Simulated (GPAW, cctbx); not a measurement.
## Reading charge transfer from structure factors

TlZn3B, Pm-3m (no. 221), a = 4.4024 Å, b = 4.4024 Å, c = 4.4024 Å, α = 90.00°, β = 90.00°, γ = 90.00°.

```csv
atom,mult.,x,y,z
Tl1,1,1/2,1/2,1/2
Zn1,3,0,0,1/2
B1,1,0,0,0
```

The start was made by putting kin elements into a known structure type; the compound need not exist, or be stable, in this form.

Absolute values of the static structure factors of the conventional cell from DFT (PBE, GPAW) against free spherical atoms, in electrons:

| hkl | d (Å) | free atoms | crystal |
| --- | --- | --- | --- |
| 010 | 4.402 | 44.42 | 44.21 |
| 011 | 3.113 | 49.50 | 49.80 |
| 111 | 2.542 | 139.32 | 138.85 |
| 020 | 2.201 | 138.62 | 138.37 |
| 021 | 1.969 | 40.00 | 40.05 |
| 121 | 1.797 | 43.32 | 43.29 |
| 022 | 1.556 | 120.88 | 120.86 |
| 122 | 1.468 | 36.94 | 36.99 |
| 030 | 1.468 | 36.94 | 36.98 |
| 031 | 1.392 | 39.88 | 39.86 |

**Question.** Which way does charge move, and which reflections show it best?

Project each element's phase sum on the total phase. |F| rises if density moves to atoms that scatter in phase and falls if it moves to atoms that scatter against it; the rule is for low angles, since changes of shape take over beyond. Where all elements are in phase the terms compete, and the compactness of the donor's and the acceptor's density matters too.

| hkl | Tl in phase | Zn in phase | B in phase | change (e) | (%) |
| --- | --- | --- | --- | --- | --- |
| 010 | +1.0 | -1.0 | -1.0 | -0.21 | -0.5 |
| 011 | +1.0 | -1.0 | +1.0 | +0.30 | +0.6 |
| 111 | +1.0 | +3.0 | -1.0 | -0.47 | -0.3 |
| 020 | +1.0 | +3.0 | +1.0 | -0.25 | -0.2 |
| 021 | +1.0 | -1.0 | -1.0 | +0.05 | +0.1 |
| 121 | +1.0 | -1.0 | +1.0 | -0.03 | -0.1 |
| 022 | +1.0 | +3.0 | +1.0 | -0.01 | 0.0 |
| 122 | +1.0 | -1.0 | -1.0 | +0.04 | +0.1 |

Low-angle reflections that set elements apart and change by more than 0.05 e: 010, 011 and 111 (021 and 121 hardly move and tell little). The signs fit a gain of density on B and a loss on Zn. The best witness is 011, +0.6 %, where B enters with +1.0. The real-space density agrees: Voronoi charges Tl -0.02, Zn +0.15, B -0.43 e. The shortest bond, Zn–B, has Δρ = +0.06 e/Å³ at its midpoint.

[Outputs are excerpts: Python notices, other lines and further rows are left out; steps that failed or that the build refused (PBEsol, TPSS) are not shown.]

[Logs are printed without paths, hosts, clocks, repeated set-up lines and the standing remarks that a program may print on its own settings, such as how far it seeks lower states.]
